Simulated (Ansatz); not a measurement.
**CsSrF3 (Pm-3m): a soft mode frozen in**

Which phase does CsSrF3 (Pm-3m) fall into along its unstable mode, and how much energy does it gain?

Method: DFT PBEsol, scalar-relativistic, plane waves, PAW; PAW set soft_1, in Ansatz 0.2.0.

Most raw output is cut from this account.

## Step 1: Starting point

It takes space group Pm-3m (No. 221, cubic). Conventional cell: a = 4.737 Å, b = 4.737 Å, c = 4.737 Å, α = 90.00°, β = 90.00°, γ = 90.00°. Nearest to Cs lie 12 F at 3.35 Å. Nearest to Sr lie 6 F at 2.37 Å. Nearest to F lie 2 Sr at 2.37 Å and 4 Cs at 3.35 Å. Farther neighbours and most contacts between anions are not listed.

Coordinates:

```cif
data_structure
_symmetry_space_group_name_H-M 'Pm-3m'
_symmetry_Int_Tables_number 221
_cell_length_a 4.7372
_cell_length_b 4.7372
_cell_length_c 4.7372
_cell_angle_alpha 90.000
_cell_angle_beta 90.000
_cell_angle_gamma 90.000
_cell_volume 106.31
loop_
_atom_site_label
_atom_site_type_symbol
_atom_site_symmetry_multiplicity
_atom_site_Wyckoff_symbol
_atom_site_fract_x
_atom_site_fract_y
_atom_site_fract_z
_atom_site_occupancy
Cs1 Cs 1 a 0.00000 0.00000 0.00000 1
Sr1 Sr 1 b 0.50000 0.50000 0.50000 1
F1 F 3 c 0.00000 0.50000 0.50000 1
```

## Step 2: Response at finite wavevector

The cell comes from relaxations at this level that are not shown. Stability and thermal properties need the whole zone. Linear response on a 2×2×2 q mesh gives force constants as far as a supercell of that size would, and the tensors from the zone-centre run are typed in so that the long-range dipole term is interpolated apart.

Input file input.yaml:

```yaml
crystal:
  lattice:
    - [4.7371927409, 0.0, 0.0]
    - [0.0, 4.7371927409, 0.0]
    - [0.0, 0.0, 4.7371927409]
  atoms:
    - { symbol: Cs, position: [0.0, 0.0, 0.0] }
    - { symbol: Sr, position: [0.5, 0.5, 0.5] }
    - { symbol: F, position: [0.0, 0.5, 0.5] }
    - { symbol: F, position: [0.5, 0.0, 0.5] }
    - { symbol: F, position: [0.5, 0.5, 0.0] }
kpoints:
  mp_grid: { grid: [6, 6, 6] }
hamiltonian:
  xc: pbesol
  pseudopotentials: { kind: paw, azcp: { folder: soft_1 }, xc_functional: pbe }
scf:
  occupations: { method: fixed }
output:
  eigenvalues: true
phonons:
  method: dfpt
  qmesh: [2, 2, 2]
  temperatures: { t_max: 1000, t_step: 50 }
  qpath:
    path:
      - [[0.0, 0.0, 0.0], [0.0, 0.5, 0.0], [0.5, 0.5, 0.0], [0.0, 0.0, 0.0], [0.5, 0.5, 0.5], [0.0, 0.5, 0.0]]
      - [[0.5, 0.5, 0.5], [0.5, 0.5, 0.0]]
    npoints: 10
  non_analytic_term:
    high_frequency_dielectric_tensor: [[2.2877, 0.0, 0.0], [0.0, 2.2877, 0.0], [0.0, 0.0, 2.2877]]
    born_effective_charges:
      - { species: Cs, tensor: [[1.3028, 0.0, 0.0], [0.0, 1.3028, 0.0], [0.0, 0.0, 1.3028]] }
      - { species: Sr, tensor: [[2.4582, 0.0, 0.0], [0.0, 2.4582, 0.0], [0.0, 0.0, 2.4582]] }
      - { species: F, tensor: [[-1.7053, 0.0, 0.0], [0.0, -1.0279, 0.0], [0.0, 0.0, -1.0279]] }
      - { species: F, tensor: [[-1.0279, 0.0, 0.0], [0.0, -1.7053, 0.0], [0.0, 0.0, -1.0279]] }
      - { species: F, tensor: [[-1.0279, 0.0, 0.0], [0.0, -1.0279, 0.0], [0.0, 0.0, -1.7053]] }
    source: "zone-centre run at this cell"
```

Launch:

```
> ansatz run input.yaml --threads 4 --pin off --max-ram 10240MiB --backend cpu --events-out ev --progress --plain --runs-dir out
```

Run time: 91 s. Hardware: 4 threads of Arm Neoverse V1, shared host; peak memory 0.81 GiB.

Numbers from this step:

```yaml
gap_on_the_k_mesh: 6.299 eV
volume_per_atom: 21.26 Å³
sum_rule_residual_before_enforcement: 4.80e-4 eV/Å²
lowest_frequency_on_the_path: -66.36 cm⁻¹
point_group: m-3m
highest_frequency_on_the_path_or_at_a_solved_wavevector: 439.6 cm⁻¹
highest_optical_mode_at_the_zone_centre_no_lo_to_term: 345.6 cm⁻¹
lowest_optical_zone_centre_mode: 22.11 cm⁻¹
lowest_mode_on_the_q_mesh_acoustic_modes_at_gamma_apart: -66.36 cm⁻¹
```

Frequencies (cm⁻¹) solved at each irreducible wavevector; negative means imaginary. Frequencies by wavevector, by row:

| q in reciprocal lattice units | star | mode 1 | mode 2 | mode 3 | mode 4 | mode 13 | mode 14 | mode 15 |
| --- | --- | --- | --- | --- | --- | --- | --- | --- |
| 0 0 0 | 1 | 0 | 0 | 0 | 22.1 | 345.6 | 345.6 | 345.6 |
| 0 0 -0.5 | 3 | 25.8 | 25.8 | 38.6 | 38.6 | 345.2 | 345.2 | 400.6 |
| 0 -0.5 -0.5 | 3 | -61.9 | 2.3 | 2.3 | 31.9 | 344.7 | 349.5 | 424.6 |
| -0.5 -0.5 -0.5 | 1 | -66.4 | -66.4 | -66.4 | 27.1 | 349.3 | 349.3 | 439.6 |

Interpolated from a 2×2×2 q mesh, with the LO-TO term (at Γ the limit along the path; where Γ stands inside the path, tables give the limit on arrival). The phonon branches at the labelled points (cm⁻¹):

| point | branch 1 | branch 2 | branch 3 | branch 4 | branch 12 | branch 13 | branch 14 | branch 15 |
| --- | --- | --- | --- | --- | --- | --- | --- | --- |
| Γ | 0 | 0 | 0 | 22 | 178 | 346 | 346 | 409 |
| halfway | 21 | 21 | 32 | 32 | 204 | 345 | 345 | 406 |
| X | 26 | 26 | 39 | 39 | 238 | 345 | 345 | 401 |
| halfway | -38 | 26 | 29 | 34 | 220 | 345 | 346 | 414 |
| M | -62 | 2 | 2 | 32 | 194 | 345 | 350 | 425 |
| halfway | -22 | 26 | 28 | 42 | 199 | 345 | 345 | 411 |
| Γ | 0 | 0 | 0 | 22 | 178 | 346 | 346 | 409 |
| halfway | -19 | 8 | 8 | 37 | 192 | 346 | 346 | 417 |
| R | -66 | -66 | -66 | 27 | 185 | 349 | 349 | 440 |
| halfway | -43 | -29 | 24 | 30 | 208 | 347 | 347 | 423 |
| X | 26 | 26 | 39 | 39 | 238 | 345 | 345 | 401 |
| jump to R | -66 | -66 | -66 | 27 | 185 | 349 | 349 | 440 |
| halfway | -64 | -38 | -38 | 31 | 191 | 347 | 349 | 432 |
| M | -62 | 2 | 2 | 32 | 194 | 345 | 350 | 425 |

Symmetry leaves 4 wavevectors to solve. The lowest mode among them, the acoustic zeros apart, lies at q = (-0.5, -0.5, -0.5) and is imaginary, 66.4i cm⁻¹, so the energy falls along it.

## Step 3: The mode frozen in, largest atomic shift 0 Å

The mode followed lies at q = (-0.5, -0.5, -0.5) with frequency 66.4i cm⁻¹ and is 3-fold degenerate, the softest among the wavevectors solved. At small amplitude the distorted cell has space group no. 140 by a symmetry search on the positions. The undistorted cell that holds it gives the zero of energy on the same k mesh.

System of this step: CsSrF3. The structure is cubic, space group Pm-3m (No. 221). The conventional cell has a = 4.737 Å, b = 4.737 Å, c = 4.737 Å, α = 90.00°, β = 90.00°, γ = 90.00°. Cs has 12 F at 3.35 Å nearest. Nearest to Sr lie 6 F at 2.37 Å. Nearest to F lie 2 Sr at 2.37 Å and 4 Cs at 3.35 Å. Farther neighbours and most contacts between anions are not listed.

Input file input.yaml:

```yaml
crystal:
  lattice:
    - [4.7371927409, 4.7371927409, 0.0]
    - [4.7371927409, 0.0, 4.7371927409]
    - [4.7371927409, 0.0, -4.7371927409]
  atoms:
    - { symbol: Cs, position: [0.0, 0.5, 0.5] }
    - { symbol: Cs, position: [0.0, 0.0, 0.0] }
    - { symbol: Sr, position: [0.5, 0.25, 0.75] }
    - { symbol: Sr, position: [0.5, 0.75, 0.25] }
    - { symbol: F, position: [0.5, 0.0, 0.5] }
    - { symbol: F, position: [0.5, 0.5, 0.0] }
    - { symbol: F, position: [0.0, 0.0, 0.5] }
    - { symbol: F, position: [0.0, 0.5, 0.0] }
    - { symbol: F, position: [0.5, 0.5, 0.5] }
    - { symbol: F, position: [0.5, 0.0, 0.0] }
kpoints:
  mp_grid: { grid: [6, 6, 6] }
hamiltonian:
  xc: pbesol
  pseudopotentials: { kind: paw, azcp: { folder: soft_1 }, xc_functional: pbe }
scf:
  occupations: { method: gaussian, width: 0.02 }
output:
  forces: true
  stress: true
  eigenvalues: true
```

It took 3.7 s on 4 threads; peak memory 0.67 GiB.

Numbers from this step:

```yaml
pressure: 0.002931 GPa
energy_from_the_undistorted_cell: 0 meV/atom
```

At this level the gap is 6.30 eV on the k-mesh of the self-consistent run, which can miss the band edges.

## Step 4: The mode frozen in, largest atomic shift 0.45 Å

The atoms are moved along the unstable eigenvector, the largest shift by 0.45 Å, with the cell fixed.

input.yaml, the sections that differ from step 3:

```yaml
crystal:
  lattice:
    - [4.7371927409, 4.7371927409, 0.0]
    - [4.7371927409, 0.0, 4.7371927409]
    - [4.7371927409, 0.0, -4.7371927409]
  atoms:
    - { symbol: Cs, position: [0.0, 0.5, 0.5] }
    - { symbol: Cs, position: [0.0, 0.0, 0.0] }
    - { symbol: Sr, position: [0.5, 0.25, 0.75] }
    - { symbol: Sr, position: [0.5, 0.75, 0.25] }
    - { symbol: F, position: [0.5, 0.0474964842, 0.4525035158] }
    - { symbol: F, position: [0.5, 0.4525035158, 0.0474964842] }
    - { symbol: F, position: [0.0, 0.0, 0.5] }
    - { symbol: F, position: [0.0, 0.5, 0.0] }
    - { symbol: F, position: [0.5, 0.5474964842, 0.5474964842] }
    - { symbol: F, position: [0.5, -0.0474964842, -0.0474964842] }
# kpoints, hamiltonian, scf, output: as in step 3
```

Run time: 6.9 s. Hardware: 4 threads; peak memory 0.76 GiB; 27 s of CPU time.

Numbers from this step:

* pressure: -0.5286 GPa
* gap on the k-mesh: 6.320 eV
* energy from the undistorted cell: -4.579 meV/atom

The energy, extrapolated to zero smearing, is -4.58 meV/atom against the undistorted cell.

The run ends at a pressure of -0.53 GPa, with forces up to 0.032 eV/Å.

## Step 5: Energy along the mode, all amplitudes (two of the runs are shown above)

An imaginary frequency means negative curvature, so the energy should fall and then rise again as anharmonic terms take over.

Numbers from this step:

* depth at the lowest point sampled: 4.579 meV/atom
* largest atomic shift at that point: 0.45 Å

The energy from the parent by largest atomic shift:

| largest atomic shift (Å) | energy from the parent (meV/atom) |
| --- | --- |
| 0.000 | 0 |
| 0.040 | -0.098 |
| 0.080 | -0.385 |
| 0.140 | -1.13 |
| 0.220 | -2.50 |
| 0.320 | -4.22 |
| 0.450 | -4.58 |
| 0.600 | 1.72 |

Displacement at unit largest shift by atom:

| atom | x (Å) | y (Å) | z (Å) | size |
| --- | --- | --- | --- | --- |
| Cs1 | 0.00 | 0.00 | 0.00 | 0.00 |
| Cs2 | 0.00 | 0.00 | 0.00 | 0.00 |
| Sr3 | 0.00 | 0.00 | 0.00 | 0.00 |
| Sr4 | 0.00 | 0.00 | 0.00 | 0.00 |
| F5 | 0.00 | 0.00 | 1.00 | 1.00 |
| F6 | 0.00 | 0.00 | -1.00 | 1.00 |
| F7 | 0.00 | 0.00 | 0.00 | 0.00 |
| F8 | 0.00 | 0.00 | 0.00 | 0.00 |
| F9 | 1.00 | 0.00 | 0.00 | 1.00 |
| F10 | -1.00 | 0.00 | 0.00 | 1.00 |

The lowest of the steps tried is at 0.45 Å, 4.58 meV/atom below the parent; the bottom of the well need not coincide with a step.

## Step 6: Relaxation from the frozen mode

Starting from the lowest point found, all atoms and the cell are let go, so that strain and other modes of the same symmetry can join in.

Changes to input.yaml since step 4:

```diff
@@ -22,3 +22,3 @@
 scf:
-  occupations: { method: gaussian, width: 0.02 }
+  occupations: { method: fixed }
 output:
@@ -27 +27,6 @@
   eigenvalues: true
+relax:
+  adjacent_minimum: "off"
+  f_tol: 0.002
+  max_steps: 120
+  cell: { stress_tol: 0.03 }
```

Run time: 42 s. Hardware: 4 threads; peak memory 0.78 GiB.

Relaxation path:

| step | energy less that of the first step (eV) | largest force component (eV/Å) | pressure (GPa) | volume (Å³) |
| --- | --- | --- | --- | --- |
| 1 | 0.0000 | 0.0317 | -0.53 | 212.61 |
| 2 | -0.0177 | 0.0012 | 0.19 | 209.09 |
| 3 | -0.0174 | 0.0011 | -0.01 | 209.94 |
| 4* | -0.0147 | 0.0010 | -0.04 | 209.94 |
| 5 | -0.0150 | 0.0018 | 0.00 | 209.73 |
| 6 | -0.0151 | 0.0009 | 0.00 | 209.70 |
| 7* | -0.0148 | 0.0009 | 0.00 | 209.70 |

Relaxation steps marked * repeat the geometry before them on a plane-wave basis chosen anew for their cell, so energy and pressure can jump there.

The run keeps the 16 symmetry operations that it works with, so distortions that break them were not tested.

| conventional cell, symmetrised | before | after | change |
| --- | --- | --- | --- |
| a (Å) | 6.699 | 6.629 | -1.0 % |
| b (Å) | 6.699 | 6.629 | -1.0 % |
| c (Å) | 9.474 | 9.543 | +0.7 % |
| volume (Å³/atom) | 21.26 | 20.97 | -1.4 % |

Final coordinates:

```cif
data_structure
_symmetry_space_group_name_H-M 'P 1'
_symmetry_Int_Tables_number 1
_cell_length_a 6.6889
_cell_length_b 6.6292
_cell_length_c 6.6292
_cell_angle_alpha 90.000
_cell_angle_beta 60.295
_cell_angle_gamma 60.295
_cell_volume 209.70
loop_
_atom_site_label
_atom_site_type_symbol
_atom_site_fract_x
_atom_site_fract_y
_atom_site_fract_z
_atom_site_occupancy
Cs1 Cs 0.00000 0.50000 0.50000 1
Cs2 Cs 0.00000 0.00000 0.00000 1
Sr3 Sr 0.50000 0.25000 0.75000 1
Sr4 Sr 0.50000 0.75000 0.25000 1
F5 F 0.50000 0.04752 0.45248 1
F6 F 0.50000 0.45248 0.04752 1
F7 F 0.00000 0.00000 0.50000 1
F8 F 0.00000 0.50000 0.00000 1
F9 F 0.50000 0.54752 0.54752 1
F10 F 0.50000 0.95248 0.95248 1
```

Numbers from this step:

* pressure: 9.75e-4 GPa
* gap on the k-mesh: 6.394 eV
* volume per atom: 20.97 Å³

The distorted start has space group I4/mcm; the relaxation ends in I4/mcm.

## Step 7: The new phase in its own primitive cell

The relaxed structure is symmetrised, reduced to its primitive cell and relaxed tightly, as its phonons need.

input.yaml, the sections that differ from step 6:

```yaml
crystal:
  lattice:
    - [-3.3146046915, 3.3146046915, 4.7716630958]
    - [3.3146046915, -3.3146046915, 4.7716630958]
    - [3.3146046915, 3.3146046915, -4.7716630958]
  atoms:
    - { symbol: Cs, position: [0.25, 0.75, 0.5] }
    - { symbol: Cs, position: [0.75, 0.25, 0.5] }
    - { symbol: Sr, position: [0.0, 0.0, 0.0] }
    - { symbol: Sr, position: [0.5, 0.5, 0.0] }
    - { symbol: F, position: [0.2975213114, 0.2024786886, 0.5] }
    - { symbol: F, position: [0.7024786886, 0.7975213114, 0.5] }
    - { symbol: F, position: [0.25, 0.25, 0.0] }
    - { symbol: F, position: [0.75, 0.75, 0.0] }
    - { symbol: F, position: [0.2024786886, 0.7024786886, 0.9049573772] }
    - { symbol: F, position: [0.7975213114, 0.2975213114, 0.0950426228] }
relax:
  adjacent_minimum: "off"
  f_tol: 0.001
  max_steps: 60
  cell: { stress_tol: 0.01 }
# kpoints, hamiltonian, scf, output: as in step 6
```

It took 14 s on 4 threads; peak memory 0.75 GiB; 56 s of CPU time.

Little changed from the start: no atom moved by 0.005 Å and no cell edge by 0.1 %.

This step gave:

| Property | Result |
| --- | --- |
| direct gap on mesh | 6.433 eV |

The largest force component left is 0.61 meV/Å and the pressure is 0.001 GPa, within the tolerances set. The cell now holds 20.97 Å³/atom.

## Step 8: Modes of the new phase

A relaxed structure may still be a saddle point, so its zone-centre modes are computed. The response to a homogeneous field gives the Born charges and the dielectric tensor.

Changes to input.yaml since step 7:

```diff
@@ -24,9 +24,6 @@
 output:
-  forces: true
-  stress: true
   eigenvalues: true
-relax:
-  adjacent_minimum: "off"
-  f_tol: 0.001
-  max_steps: 60
-  cell: { stress_tol: 0.01 }
+phonons:
+  method: dfpt
+  dielectric: true
+  rigid_motions: translations
```

The job ended after 9.2 min (4 threads; peak memory 4.7 GiB; 36 min of CPU time).

Numbers from this step:

```yaml
sum_rule_residual_before_enforcement: 3.29e-5 eV/Å²
miss_of_the_charge_sum_rule: 9.54e-5 e
point_group: 4/mmm
highest_optical_mode_at_the_zone_centre_no_lo_to_term: 417.4 cm⁻¹
lowest_optical_zone_centre_mode: -16.59 cm⁻¹
mean_high_frequency_dielectric_constant: 2.305
largest_born_charge_third_of_the_trace: 2.462 e
top_of_the_zone_centre_spectrum_with_the_field: 417.4 cm⁻¹
```

Without the LO-TO term. Patterns of degenerate modes are one choice out of their space. Modes at Γ, with each element's share of the kinetic energy (negative means imaginary):

| mode | frequency (cm⁻¹) | symmetry | Cs % | Sr % | F % |
| --- | --- | --- | --- | --- | --- |
| 1 | -16.6 | Eg | 25 | 0 | 75 |
| 2 | -16.6 | Eg | 25 | 0 | 75 |
| 3 | 0.0 | acoustic | 48 | 32 | 21 |
| 4 | 0.0 | acoustic | 48 | 32 | 21 |
| 5 | 0.0 | acoustic | 48 | 32 | 21 |
| 6 | 51.3 | Eu | 43 | 14 | 43 |
| 7 | 51.3 | Eu | 43 | 14 | 43 |
| 8 | 57.5 | Eg | 73 | 0 | 27 |
| 9 | 57.5 | Eg | 73 | 0 | 27 |
| 10 | 61.8 | B2g | 99 | 0 | 1 |
| 11 | 74.6 | A2u | 51 | 23 | 26 |
| 12 | 90.0 | Eu | 8 | 8 | 84 |
| 13 | 90.0 | Eu | 8 | 8 | 84 |
| 14 | 102.1 | A1g | 0 | 0 | 100 |
| 15 | 110.9 | B1u | 0 | 0 | 100 |
| 16 | 126.0 | Eu | 2 | 41 | 57 |
| 17 | 126.0 | Eu | 2 | 41 | 57 |
| 18 | 131.6 | A2u | 1 | 32 | 67 |
| 19 | 155.9 | Eg | 2 | 0 | 98 |
| 20 | 155.9 | Eg | 2 | 0 | 98 |
| 21 | 173.4 | B2g | 1 | 0 | 99 |
| 22 | 178.7 | A1u | 0 | 100 | 0 |
| 23 | 183.3 | Eu | 0 | 91 | 9 |
| 24 | 183.3 | Eu | 0 | 91 | 9 |
| 25 | 321.1 | Eu | 0 | 14 | 86 |
| 26 | 321.1 | Eu | 0 | 14 | 86 |
| 27 | 325.3 | B1g | 0 | 0 | 100 |
| 28 | 326.6 | A2u | 0 | 14 | 86 |
| 29 | 328.7 | A2g | 0 | 0 | 100 |
| 30 | 417.4 | A2g | 0 | 0 | 100 |

Displacements in mode 1 (-16.6 cm⁻¹), the largest set to 1:
```
Cs1 -0.27 -0.01  0.00
Cs2  0.27  0.01  0.00
Sr3  0.00  0.00  0.00
Sr4  0.00  0.00  0.00
F5   0.00  0.00 -0.51
F6   0.00  0.00  0.51
F7   1.00 -0.02  0.00
F8  -1.00  0.02  0.00
F9   0.00  0.00  0.53
F10  0.00  0.00 -0.53
```

Displacements in mode 10 (61.8 cm⁻¹), the largest set to 1:
```
Cs1  0.00  0.00 -1.00
Cs2  0.00  0.00  1.00
Sr3  0.00  0.00  0.00
Sr4  0.00  0.00  0.00
F5   0.13 -0.13  0.00
F6  -0.13  0.13  0.00
F7   0.00  0.00  0.00
F8   0.00  0.00  0.00
F9  -0.13 -0.13  0.00
F10  0.13  0.13  0.00
```

Optical modes at the zone centre, without and with the macroscopic field of the longitudinal modes; each column is sorted by frequency, so a row need not hold one and the same mode. Modes with and without the field, by row:

| rank among optical modes | no field (cm⁻¹) | q along (1, 0, 0) (cm⁻¹) | q along (0, 0, 1) (cm⁻¹) |
| --- | --- | --- | --- |
| 1 | -16.6 | -16.6 | -16.6 |
| 2 | -16.6 | -16.6 | -16.6 |
| 3 | 51.3 | 51.3 | 51.3 |
| 4 | 51.3 | 57.5 | 51.3 |
| 5 | 57.5 | 57.5 | 57.5 |
| 6 | 57.5 | 61.8 | 57.5 |
| 7 | 61.8 | 74.6 | 61.8 |
| 8 | 74.6 | 75.2 | 88.1 |
| 9 | 90 | 90 | 90 |
| 10 | 90 | 90.1 | 90 |
| 11 | 102.1 | 102.1 | 102.1 |
| 12 | 110.9 | 110.9 | 110.9 |
| 13 | 126 | 126 | 126 |
| 14 | 126 | 131.6 | 126 |
| 15 | 131.6 | 155.9 | 155.9 |
| 16 | 155.9 | 155.9 | 155.9 |
| 17 | 155.9 | 166.3 | 173.4 |
| 18 | 173.4 | 173.4 | 178.7 |
| 19 | 178.7 | 178.7 | 183.3 |
| 20 | 183.3 | 183.3 | 183.3 |
| 21 | 183.3 | 200.8 | 196.1 |
| 22 | 321.1 | 321.1 | 321.1 |
| 23 | 321.1 | 325.3 | 321.1 |
| 24 | 325.3 | 326.6 | 325.3 |
| 25 | 326.6 | 328.7 | 328.7 |
| 26 | 328.7 | 387.8 | 394.9 |
| 27 | 417.4 | 417.4 | 417.4 |

Born charge (rows field, columns displacement) (e), principal values of the symmetric part by kind of site:

| atom | atoms with these values | low | middle | high | mean |
| --- | --- | --- | --- | --- | --- |
| Cs1 | 2 | 1.26 | 1.26 | 1.41 | 1.31 |
| Sr3 | 2 | 2.46 | 2.46 | 2.46 | 2.46 |
| F5 | 4 | -1.64 | -1.09 | -1.04 | -1.26 |
| F7 | 2 | -1.68 | -1.04 | -1.04 | -1.26 |

In full for Sr3:

```
 2.46  0.02  0.00
-0.02  2.46  0.00
 0.00  0.00  2.46
```

High-frequency dielectric tensor:

```
2.30 0.00 0.00
0.00 2.30 0.00
0.00 0.00 2.32
```

Transverse modes; imaginary modes are left out. Lines of the infrared spectrum (strongest = 100):

| position (cm⁻¹) | relative intensity |
| --- | --- |
| 51 | 29 |
| 58 | 0.0 |
| 62 | 0.0 |
| 75 | 13 |
| 90 | 0.1 |
| 102 | 0.0 |
| 111 | 0.0 |
| 126 | 54 |
| 132 | 38 |
| 156 | 0.0 |
| 173 | 0.0 |
| 179 | 0.0 |
| 183 | 10 |
| 321 | 100 |
| 325 | 0.0 |
| 327 | 52 |
| 329 | 0.0 |
| 417 | 0.0 |

Before it was imposed, the acoustic sum rule was missed by 3.3e-5 eV/Å² and the charge sum rule by 9.5e-5 e. Small misses are needed for a sound result but don't prove that mesh and cutoff are converged. The lowest optical mode is imaginary, 16.6i cm⁻¹, so the energy falls along it.

## Step 9: Results

```
unstable mode of the parent                                                      : q = (-0.5, -0.5, -0.5), 66i cm⁻¹
depth at the lowest point sampled                                                : 4.58 meV/atom
largest atomic shift at that point                                               : 0.45 Å
space group reached (within 0.01 Å)                                              : I4/mcm
energy gained over the parent (first relaxation, on the mesh of the frozen mode) : 6.06 meV/atom
volume per atom, phase reached                                                   : 21.0 Å³
gap on the k-mesh, phase reached                                                 : 6.39 eV
lowest optical zone-centre mode, phase reached                                   : -16.6 cm⁻¹
highest optical mode at the zone centre (no LO-TO term), phase reached           : 417 cm⁻¹
```

What this shows: Along this mode the structure falls into I4/mcm, 6.06 meV/atom below the parent. At the parent's cell the well is 4.579 meV/atom deep on the steps tried, with its lowest point at a shift of 0.45 Å. Relaxing atoms and cell changes the gain by +1.48 meV/atom against the lowest step (energies at zero smearing). The new phase still has an imaginary mode at the zone centre of its cell, so it is a saddle point on the way to a lower structure. Of the 4 patterns followed to their end from this parent, this one ends 0.0624 meV/atom above the lowest, Imma. Another end point lies within 1 meV/atom; how such a difference moves with mesh and cutoff was not tested. Each path keeps the symmetry of its pattern, so a lower phase may lie along a pattern not tried. Spin-orbit coupling is left out, which can matter for the heavy elements here. The PAW files were made for PBE and serve the other functionals too.

[Logs are printed without paths, hosts, clocks, repeated set-up lines and the standing remarks that a program may print on its own settings, such as how far it seeks lower states.]

[Hosts, paths, dates, database ids (printed as entryN), source tags and the programs' standing remarks are cut or masked in the printed files.]
